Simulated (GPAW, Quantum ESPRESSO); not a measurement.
## Near-edge structure at the O K edge of Ti6O (P-31m)

Aim: the O K edge of Ti6O (P-31m) by two routes, a Lanczos recursion (XSpectra) and a sum over empty bands (GPAW), to see which features are robust.

Program: Quantum ESPRESSO 7.5. Level of theory: core-hole supercells, plane-wave PAW LDA (first program; GPAW 26.7.0 follows as the second). Results are calculated unless marked as measured.

**1. Set-up**

It takes space group P-31m (No. 162, trigonal). Conventional cell: a = 5.130 Å, b = 5.130 Å, c = 4.740 Å, α = 90.00°, β = 90.00°, γ = 120.00°. Ti has 1 O at 2.08 Å nearest. O has 6 Ti at 2.08 Å nearest. Farther neighbours and most contacts between anions are not listed.

**2. Ground state of the crystal (Quantum ESPRESSO)**

A plain self-consistent run shows whether there is a gap, which decides the set-up of the core-hole run.

The PAW data sets are made with ld1.x, with reconstruction data.

scf.in reads:

```
&control
   calculation='scf', prefix='x', pseudo_dir='../pp', outdir='tmp', tprnfor=.true.
/
&system
   ibrav=0, nat=7, ntyp=2, nbnd=48
   ecutwfc=52, ecutrho=560
   occupations='smearing', smearing='mv', degauss=0.015
/
&electrons
   conv_thr=7.0e-08, electron_maxstep=120
   mixing_beta=0.5
/
ATOMIC_SPECIES
Ti 1.0 Ti.lda-spn-kjpaw.UPF
O3 1.0 O.lda-n-kjpaw.UPF
CELL_PARAMETERS angstrom
  5.13000000 0.00000000 0.00000000
  -2.56500000 4.44271032 0.00000000
  0.00000000 0.00000000 4.74000000
ATOMIC_POSITIONS crystal
Ti   0.33300000 0.33300000 0.75000000
Ti   0.66700000 0.00000000 0.75000000
Ti   0.00000000 0.66700000 0.75000000
Ti   0.66700000 0.66700000 0.25000000
Ti   0.00000000 0.33300000 0.25000000
Ti   0.33300000 0.00000000 0.25000000
O3   0.00000000 0.00000000 0.00000000
K_POINTS automatic
6 6 6 0 0 0
```

Launch:

```
> OMP_NUM_THREADS=1 mpirun --oversubscribe --bind-to none -np 8 pw.x -nk 8 -in scf.in > scf.out
```

Log:

```text
     [... banner and references ...]
using ibrav=0 with symmetry is DISCOURAGED, use correct ibrav instead

     G-vector sticks info
     --------------------

     Using Slab Decomposition

     bravais-lattice index     =            0
     lattice parameter (alat)  =       9.6943  a.u.
     unit-cell volume          =     729.0214 (a.u.)^3
     number of atoms/cell      =            7
     number of atomic types    =            2
     number of electrons       =        78.00
     number of Kohn-Sham states=           48
     kinetic-energy cutoff     =      52.0000  Ry
     charge density cutoff     =     560.0000  Ry
     scf convergence threshold =      7.0E-08
     mixing beta               =       0.5000
     number of iterations used =            8  plain     mixing
     Exchange-correlation= SLA  PZ   NOGX NOGC
                           (   1   1   0   0   0   0   0)

     celldm(1)=   9.694295  celldm(2)=   0.000000  celldm(3)=   0.000000
     celldm(4)=   0.000000  celldm(5)=   0.000000  celldm(6)=   0.000000

     crystal axes: (cart. coord. in units of alat)
               a(1) = (   1.000000   0.000000   0.000000 )
               a(2) = (  -0.500000   0.866025   0.000000 )
               a(3) = (   0.000000   0.000000   0.923977 )

     reciprocal axes: (cart. coord. in units 2 pi/alat)
               b(1) = (  1.000000  0.577350 -0.000000 )
               b(2) = (  0.000000  1.154701  0.000000 )
               b(3) = (  0.000000 -0.000000  1.082278 )

     PseudoPot. #1 for Ti:     Pseudo is Projector augmented-wave + core cor, Zval = 12.0

     ../pp/O.lda-n-kjpaw.UPF
     Pseudo is Projector augmented-wave + core cor, Zval =  6.0
     Shape of augmentation charge: PSQ
     Using radial grid of 1095 points,  4 beta functions with:
                l(1) =   0
                l(2) =   0
                l(3) =   1
                l(4) =   1
     Q(r) pseudized with 0 coefficients

     atomic species   valence    mass     pseudopotential
     Ti               12.00     1.00000     Ti( 1.00)
     O3                6.00     1.00000     O ( 1.00)

     12 Sym. Ops., with inversion, found

   Cartesian axes

     site n.     atom                  positions (alat units)
         1        Ti     tau(   1) = (   0.1665000   0.2883865   0.6929825  )
         2        Ti     tau(   2) = (   0.6670000   0.0000000   0.6929825  )
         3        Ti     tau(   3) = (  -0.3335000   0.5776389   0.6929825  )
         4        Ti     tau(   4) = (   0.3335000   0.5776389   0.2309942  )
         5        Ti     tau(   5) = (  -0.1665000   0.2883865   0.2309942  )
         6        Ti     tau(   6) = (   0.3330000   0.0000000   0.2309942  )
         7        O3     tau(   7) = (   0.0000000   0.0000000   0.0000000  )

     number of k points=    34  Marzari-Vanderbilt smearing, width (Ry)=  0.0150
                       cart. coord. in units 2pi/alat
        k(    1) = (   0.0000000   0.0000000   0.0000000), wk =   0.0092593
        k(    2) = (   0.0000000   0.0000000   0.1803797), wk =   0.0185185
        k(    3) = (   0.0000000   0.0000000   0.3607595), wk =   0.0185185
        k(    4) = (   0.0000000   0.0000000  -0.5411392), wk =   0.0092593
        k(    5) = (   0.0000000   0.1924501   0.0000000), wk =   0.0555556
[...]
k(   32) = (  -0.1666667  -0.4811252   0.3607595), wk =   0.1111111
        k(   33) = (  -0.3333333  -0.5773503   0.1803797), wk =   0.0185185
        k(   34) = (  -0.3333333  -0.5773503   0.3607595), wk =   0.0185185

     Dense  grid:   163201 G-vectors     FFT dimensions: (  75,  75,  72)

     Smooth grid:    36941 G-vectors     FFT dimensions: (  45,  45,  45)

     Initial potential from superposition of free atoms

     starting charge      77.9925, renormalised to      78.0000
     Starting wfcs are   64 randomized atomic wfcs
     Checking if some PAW data can be deallocated...

     per-process dynamical memory:   111.4 Mb

     Self-consistent Calculation

     iteration #  1     ecut=    52.00 Ry     beta= 0.50
     Davidson diagonalization with overlap
     ethr =  1.00E-02,  avg # of iterations =  2.4

     Threshold (ethr) on eigenvalues was too large:
     Diagonalizing with lowered threshold

     Davidson diagonalization with overlap
     ethr =  6.49E-04,  avg # of iterations =  4.2

     total energy              =   -1120.75034086 Ry
     estimated scf accuracy    <       0.52824014 Ry

     iteration #  2     ecut=    52.00 Ry     beta= 0.50
     Davidson diagonalization with overlap
     ethr =  6.77E-04,  avg # of iterations =  5.6

     total energy              =   -1120.84829031 Ry
     estimated scf accuracy    <       0.41711966 Ry

     iteration #  3     ecut=    52.00 Ry     beta= 0.50
     Davidson diagonalization with overlap
     ethr =  5.35E-04,  avg # of iterations =  5.6

     total energy              =   -1120.93908810 Ry
     estimated scf accuracy    <       0.01944371 Ry

     iteration #  4     ecut=    52.00 Ry     beta= 0.50
     Davidson diagonalization with overlap
     ethr =  2.49E-05,  avg # of iterations =  5.8

     total energy              =   -1120.94198461 Ry
     estimated scf accuracy    <       0.00146205 Ry

     iteration #  5     ecut=    52.00 Ry     beta= 0.50
     Davidson diagonalization with overlap
     ethr =  1.87E-06,  avg # of iterations = 10.0

     total energy              =   -1120.94231552 Ry
     estimated scf accuracy    <       0.00021534 Ry

     iteration #  6     ecut=    52.00 Ry     beta= 0.50
     Davidson diagonalization with overlap
     ethr =  2.76E-07,  avg # of iterations =  4.1

     total energy              =   -1120.94231367 Ry
     estimated scf accuracy    <       0.00006512 Ry

     iteration #  7     ecut=    52.00 Ry     beta= 0.50
     Davidson diagonalization with overlap
     ethr =  8.35E-08,  avg # of iterations =  6.1

     total energy              =   -1120.94233687 Ry
     estimated scf accuracy    <       0.00001716 Ry

     iteration #  8     ecut=    52.00 Ry     beta= 0.50
     Davidson diagonalization with overlap
     ethr =  2.20E-08,  avg # of iterations =  5.4

     total energy              =   -1120.94234116 Ry
     estimated scf accuracy    <       0.00000091 Ry

     iteration #  9     ecut=    52.00 Ry     beta= 0.50
     Davidson diagonalization with overlap
     ethr =  1.17E-09,  avg # of iterations =  5.1

     End of self-consistent calculation

          k = 0.0000 0.0000 0.0000 (  4617 PWs)   bands (ev):

   -43.0246 -42.8997 -42.8841 -42.8841 -42.8815 -42.8815 -20.0191 -19.7406
   -19.6472 -19.6174 -19.6174 -19.5837 -19.5837 -19.5291 -19.5015 -19.5015
   -19.4993 -19.4993 -19.4456 -19.3048 -19.3048 -19.2507 -19.2181 -19.2181
    -7.1314   6.1512   6.2189   6.2189   7.9505  11.5136  11.7199  11.8129
    11.8750  11.8750  12.1515  12.2903  12.2903  13.3866  13.4354  13.4354
    13.8506  13.8506  13.9887  14.3854  14.3854  14.6994  14.7482  14.7482

     [... bands of 33 further k-points ...]

     the Fermi energy is    13.2422 ev

!    total energy              =   -1120.94234155 Ry
     total all-electron energy =    -10373.839937 Ry
     estimated scf accuracy    <          4.5E-09 Ry
     smearing contrib. (-TS)   =       0.00146146 Ry
     internal energy E=F+TS    =   -1120.94380301 Ry

     The total energy is F=E-TS. E is the sum of the following terms:
     one-electron contribution =    -244.70598357 Ry
     hartree contribution      =     155.86014741 Ry
     xc contribution           =    -117.49008861 Ry
     ewald contribution        =    -535.16780640 Ry
     one-center paw contrib.   =    -379.44007184 Ry

     convergence has been achieved in   9 iterations

     Forces acting on atoms (cartesian axes, Ry/au):

     atom    1 type  1   force =    -0.00492007   -0.00852182   -0.01307319
     atom    2 type  1   force =     0.00984015   -0.00000000   -0.01307319
     atom    3 type  1   force =    -0.00492007    0.00852182   -0.01307319
     atom    4 type  1   force =     0.00492007    0.00852182    0.01307319
     atom    5 type  1   force =     0.00492007   -0.00852182    0.01307319
     atom    6 type  1   force =    -0.00984015   -0.00000000    0.01307319
     atom    7 type  2   force =     0.00000000    0.00000000    0.00000000

     Total force =     0.040080     Total SCF correction =     0.000257

     XML data file, charge density, pseudopotentials, collected wavefunctions

=------------------------------------------------------------------------------=
   JOB DONE.
=------------------------------------------------------------------------------=
```

Run time: 13 s. Hardware: 8 MPI ranks of AMD EPYC 9B45 (Zen 5), shared host; peak memory 0.22 GiB.

Absorbing atoms carry a label of their own (element plus a letter or digit), as the spectrum program needs them as separate species.

The mesh shows no gap, so the system is treated as a metal and the core electron is put at the Fermi level (neutral cell).

**3. Spectrum without a core hole, O atom 7 (Quantum ESPRESSO)**

This cheap baseline ignores the attraction of the hole: it shows the absorber's empty states as they are in the ground state.

The absorber has 6 Ti at 2.08 Å (octahedral, site symmetry -3m).

xspectra.in reads:

```
&input_xspectra
   calculation='xanes_dipole', edge='K'
   prefix='x', outdir='tmp', xiabs=2, xe0=13.2422
   xonly_plot=.false., x_save_file='xanes.sav'
   xniter=3000, xcheck_conv=20, xerror=0.005
   xcoordcrys=.false., xepsilon(1)=1, xepsilon(2)=0, xepsilon(3)=0
/
&plot
   xnepoint=413, xemin=-10, xemax=45, terminator=.true., cut_occ_states=.true.
   xgamma=0.4
/
&pseudos
   filecore='../O.wfc'
/
&cut_occ
   cut_desmooth=0.1, cut_stepl=0.05, cut_stepu=0.05, cut_ierror=1e-5
/
7 7 6 0 0 0
```

Launch:

```
> OMP_NUM_THREADS=1 mpirun --oversubscribe --bind-to none -np 8 xspectra.x -nk 8 -in xspectra.in > xspectra.out
```

Log:

```text
     [... banner and references ...]
Reading input_file

     calculation: xanes_dipole

     xepsilon  [cartesian coordinates]:   1.000000   0.000000   0.000000

     xonly_plot: FALSE
        => complete calculation: Lanczos + spectrum plot

     filecore (core-wavefunction file): ../O.wfc

     main plot parameters:
        cut_occ_states: TRUE
        gamma_mode:  constant
        -> using xgamma [eV]:  0.40
        xemin [eV]: -10.00
        xemax [eV]:  45.00
        xnepoint:  413
        xe0 [eV]:  13.242200 (energy zero read in input file)

[...]
Results of STEP 1 successfully written in x_save_file
     x_save_file name:
     ->  xanes.sav
     x_save_file version:  2

     ... End STEP 1 ...

     ... Begin STEP 2 ...

     The spectrum is calculated using the following parameters:
        xe0 [eV]:   13.2422
        the occupied states are elimintate from the spectrum
        xemin [eV]: -10.00
        xemax [eV]:  45.00
        xnepoint:  413
        constant broadening parameter [eV]:    0.400
        Core level energy [eV]:  -543.1
         (from electron binding energy of neutral atoms in X-ray data booklet)

     Cross-section successfully written in xanes.dat

     ... End STEP 2 ...

                                END JOB XSpectra
```

The job ended after 66 s (8 MPI ranks; peak memory 0.17 GiB; 8.8 min of CPU time).

The O K spectrum, O atom 7, no core hole (energy from the energy zero of the input (xe0, at the border of filled and empty states); intensity scaled to a mean of 1 over the first 20 eV; the points at xe0, where the cut of filled states can leave a spike, are interpolated; polarised curves are means over the symmetry-equivalent atoms):

| E (eV) | isotropic | ε ⊥ c | ε ∥ c |
| --- | --- | --- | --- |
| -2.0 | 0.06 | 0.07 | 0.06 |
| -1.4 | 0.09 | 0.09 | 0.08 |
| -0.8 | 0.12 | 0.13 | 0.11 |
| -0.2 | 0.23 | 0.24 | 0.21 |
| 0.4 | 0.43 | 0.46 | 0.37 |
| 1.0 | 0.75 | 0.79 | 0.66 |
| 1.6 | 1.34 | 1.43 | 1.17 |
| 2.2 | 2.12 | 2.29 | 1.78 |
| 2.8 | 2.01 | 1.97 | 2.09 |
| 3.4 | 2.30 | 2.15 | 2.61 |
| 4.0 | 2.18 | 2.05 | 2.42 |
| 4.6 | 1.96 | 2.01 | 1.87 |
| 5.2 | 1.50 | 1.52 | 1.47 |
| 5.8 | 1.15 | 1.18 | 1.08 |
| 6.4 | 0.95 | 0.96 | 0.93 |
| 7.0 | 0.64 | 0.69 | 0.54 |
| 7.6 | 0.51 | 0.55 | 0.44 |
| 8.2 | 0.45 | 0.47 | 0.40 |
| 8.8 | 0.52 | 0.53 | 0.51 |
| 9.4 | 0.68 | 0.69 | 0.66 |
| 10.0 | 0.81 | 0.81 | 0.80 |
| 10.6 | 1.26 | 1.11 | 1.57 |
| 11.2 | 1.25 | 1.05 | 1.67 |
| 11.8 | 0.88 | 0.73 | 1.17 |
| 12.4 | 0.68 | 0.67 | 0.72 |
| 13.0 | 0.73 | 0.79 | 0.61 |
| 13.6 | 0.66 | 0.71 | 0.55 |
| 14.2 | 0.66 | 0.73 | 0.52 |
| 14.8 | 0.72 | 0.84 | 0.47 |
| 15.4 | 0.80 | 0.98 | 0.46 |
| 16.0 | 0.77 | 0.90 | 0.51 |
| 16.6 | 0.79 | 0.83 | 0.70 |
| 17.2 | 0.80 | 0.79 | 0.83 |
| 17.8 | 0.74 | 0.71 | 0.79 |
| 18.4 | 0.82 | 0.86 | 0.74 |
| 19.0 | 0.79 | 0.86 | 0.66 |
| 19.6 | 0.59 | 0.64 | 0.50 |
| 20.2 | 0.51 | 0.47 | 0.59 |
| 20.8 | 0.59 | 0.46 | 0.85 |
| 21.4 | 0.59 | 0.43 | 0.90 |
| 22.0 | 0.69 | 0.46 | 1.16 |
| 22.6 | 0.76 | 0.60 | 1.07 |
| 23.2 | 0.77 | 0.71 | 0.90 |
| 23.8 | 0.84 | 0.83 | 0.85 |
| 24.4 | 0.75 | 0.81 | 0.64 |
| 25.0 | 0.75 | 0.80 | 0.64 |
| 25.6 | 0.77 | 0.84 | 0.64 |
| 26.2 | 0.75 | 0.79 | 0.67 |
| 26.8 | 0.68 | 0.75 | 0.54 |
| 27.4 | 0.61 | 0.67 | 0.48 |
| 28.0 | 0.53 | 0.60 | 0.39 |
| 28.6 | 0.59 | 0.67 | 0.42 |
| 29.2 | 0.61 | 0.67 | 0.47 |
| 29.8 | 0.62 | 0.63 | 0.60 |
| 30.4 | 0.61 | 0.60 | 0.63 |
| 31.0 | 0.59 | 0.63 | 0.52 |
| 31.6 | 0.60 | 0.64 | 0.52 |

Main maxima below 24 eV (height): 2.4 eV (2.20), 3.6 eV (2.43), 10.8 eV (1.36), 15.2 eV (0.81), 18.7 eV (0.84) and 23.8 eV (0.84). A K edge sees empty p states; the first features are O p mixed into the empty d states of the Ti neighbours, and the broad ones above probably into the cations' higher empty bands.

**4. Another broadening**

The final state's lifetime shortens with energy, so measured features broaden above the edge; the saved Lanczos coefficients are redrawn with a width that grows.

xspectra_plot.in reads:

```
&input_xspectra
   calculation='xanes_dipole', edge='K'
   prefix='x', outdir='tmp', xiabs=2, xe0=13.2422
   xonly_plot=.true., x_save_file='xanes.sav'
   xniter=3000, xcheck_conv=20, xerror=0.005
   xcoordcrys=.false., xepsilon(1)=1, xepsilon(2)=0, xepsilon(3)=0
/
&plot
   xnepoint=413, xemin=-10, xemax=45, terminator=.true., cut_occ_states=.true.
   gamma_mode='variable', gamma_energy(1)=4, gamma_energy(2)=25, gamma_value(1)=0.3, gamma_value(2)=2.5
/
&pseudos
   filecore='../O.wfc'
/
&cut_occ
   cut_desmooth=0.1, cut_stepl=0.05, cut_stepu=0.05, cut_ierror=1e-5
/
7 7 6 0 0 0
```

Launch:

```
> OMP_NUM_THREADS=1 xspectra.x -in xspectra_plot.in > xspectra_plot.out
```

Log:

```text
     [... banner and references ...]
Reading input_file
     -------------------------------------------------------------------------

     calculation: xanes_dipole

     xonly_plot: TRUE
        => only the spectrum plot

     main plot parameters:
        cut_occ_states: TRUE
        gamma_mode:  variable
        -> first, constant up to point ( 4.00, 0.30) [eV]
        -> then, linear up to point (25.00, 2.50) [eV]
        -> finally, constant up to xemax
        xemin [eV]: -10.00
        xemax [eV]:  45.00
        xnepoint:  413
[...]
xemin [eV]: -10.00
        xemax [eV]:  45.00
        xnepoint:  413
        energy-dependent broadening parameter:
         -> first, constant up to point ( 4.00, 0.30) [eV]
         -> then, linear up to point (25.00, 2.50) [eV]
         -> finally, constant up to xemax
        Core level energy [eV]:  -543.1
         (from electron binding energy of neutral atoms in X-ray data booklet)

     Cross-section successfully written in xanes.dat

     -------------------------------------------------------------------------
                                END JOB XSpectra
     -------------------------------------------------------------------------
[key lines of the parts left out:]
Fermi level [eV]:  13.6009
```

It took 5.9 s on 1 MPI rank; peak memory 0.05 GiB.

With a Lorentzian half width 0.3 eV up to 4 eV, rising linearly to 2.5 eV at 25 eV, the maxima are 2.4 eV (2.37), 3.6 eV (2.64) and 10.8 eV (1.00).

**5. Supercell without a hole, the energy reference (Quantum ESPRESSO)**

The photon energy needs a difference of total energies, so the cell and mesh of the coming hole run are first run without a hole.

scf.in reads:

```
&control
   calculation='scf', prefix='x', pseudo_dir='../pp', outdir='tmp', tprnfor=.true.
/
&system
   ibrav=0, nat=21, ntyp=2, nbnd=145
   ecutwfc=52, ecutrho=560
   occupations='smearing', smearing='mv', degauss=0.015
/
&electrons
   conv_thr=2.1e-07, electron_maxstep=120
   mixing_beta=0.5
/
ATOMIC_SPECIES
Ti 1.0 Ti.lda-spn-kjpaw.UPF
O 1.0 O.lda-n-kjpaw.UPF
CELL_PARAMETERS angstrom
  -2.56500000 4.44271032 4.74000000
  -2.56500000 -4.44271032 4.74000000
  5.13000000 0.00000000 4.74000000
ATOMIC_POSITIONS crystal
Ti   0.36100000 0.02800000 0.36100000
Ti   0.69433333 0.36133333 0.69433333
Ti   0.02766667 0.69466667 0.02766667
Ti   0.02766667 0.02766667 0.69466667
Ti   0.36100000 0.36100000 0.02800000
Ti   0.69433333 0.69433333 0.36133333
Ti   0.69466667 0.02766667 0.02766667
Ti   0.02800000 0.36100000 0.36100000
Ti   0.36133333 0.69433333 0.69433333
Ti   0.30566667 0.63866667 0.30566667
Ti   0.63900000 0.97200000 0.63900000
Ti   0.97233333 0.30533333 0.97233333
Ti   0.30533333 0.97233333 0.97233333
Ti   0.63866667 0.30566667 0.30566667
Ti   0.97200000 0.63900000 0.63900000
Ti   0.97233333 0.97233333 0.30533333
Ti   0.30566667 0.30566667 0.63866667
Ti   0.63900000 0.63900000 0.97200000
O    0.00000000 0.00000000 0.00000000
O    0.33333333 0.33333333 0.33333333
O    0.66666667 0.66666667 0.66666667
K_POINTS automatic
4 4 4 0 0 0
```

Launch:

```
> OMP_NUM_THREADS=1 mpirun --oversubscribe --bind-to none -np 8 pw.x -nk 8 -in scf.in > scf.out
```

Log:

```text
     [... banner and references ...]
[banner, memory and clock lines left out]
Found identity + (  0.3333  0.3333  0.3333) symmetry
     This is a supercell, fractional translations are disabled
     using ibrav=0 with symmetry is DISCOURAGED, use correct ibrav instead

     G-vector sticks info

     bravais-lattice index     =            0
     lattice parameter (alat)  =      13.1990  a.u.
     unit-cell volume          =    2187.0643 (a.u.)^3
[...]
atom    1 type  1   force =    -0.00497104   -0.00861009   -0.01293484
     atom    2 type  1   force =    -0.00498577   -0.00863560   -0.01293427
     atom    3 type  1   force =    -0.00501320   -0.00868312   -0.01289834
[...]
atom   20 type  2   force =    -0.00000000    0.00000000    0.00010808
     atom   21 type  2   force =     0.00000000   -0.00000000   -0.00010808

     Total force =     0.069273     Total SCF correction =     0.000602

     XML data file, charge density, pseudopotentials, collected wavefunctions
[key lines of the parts left out:]
!    total energy              =   -3362.82689792 Ry
the Fermi energy is    13.2410 ev
convergence has been achieved in  12 iterations
```

Elapsed: 86 s, on 8 MPI ranks; peak memory 0.61 GiB; 12 min of CPU time.

Reference energy: -423429.846 eV with the cores included.

(Part 1 of 5 ends here.)

[Banner, clock and machine lines of the logs are left out without a mark of their own.]

[Logs are printed without paths, hosts, clocks, repeated set-up lines and the standing remarks that a program may print on its own settings, such as how far it seeks lower states.]

[Hosts, paths, dates, database ids (printed as entryN), source tags and the programs' standing remarks are cut or masked in the printed files.]

[Lists of maxima count a maximum above −3 eV only where it reaches 4 % of the highest in the window and stands out from its surroundings by 2 % of it (1.5 % where it reaches 55 %); shoulders and weaker maxima are passed over, and of the rest the first, up to two pre-edge ones and the few strongest are named.]
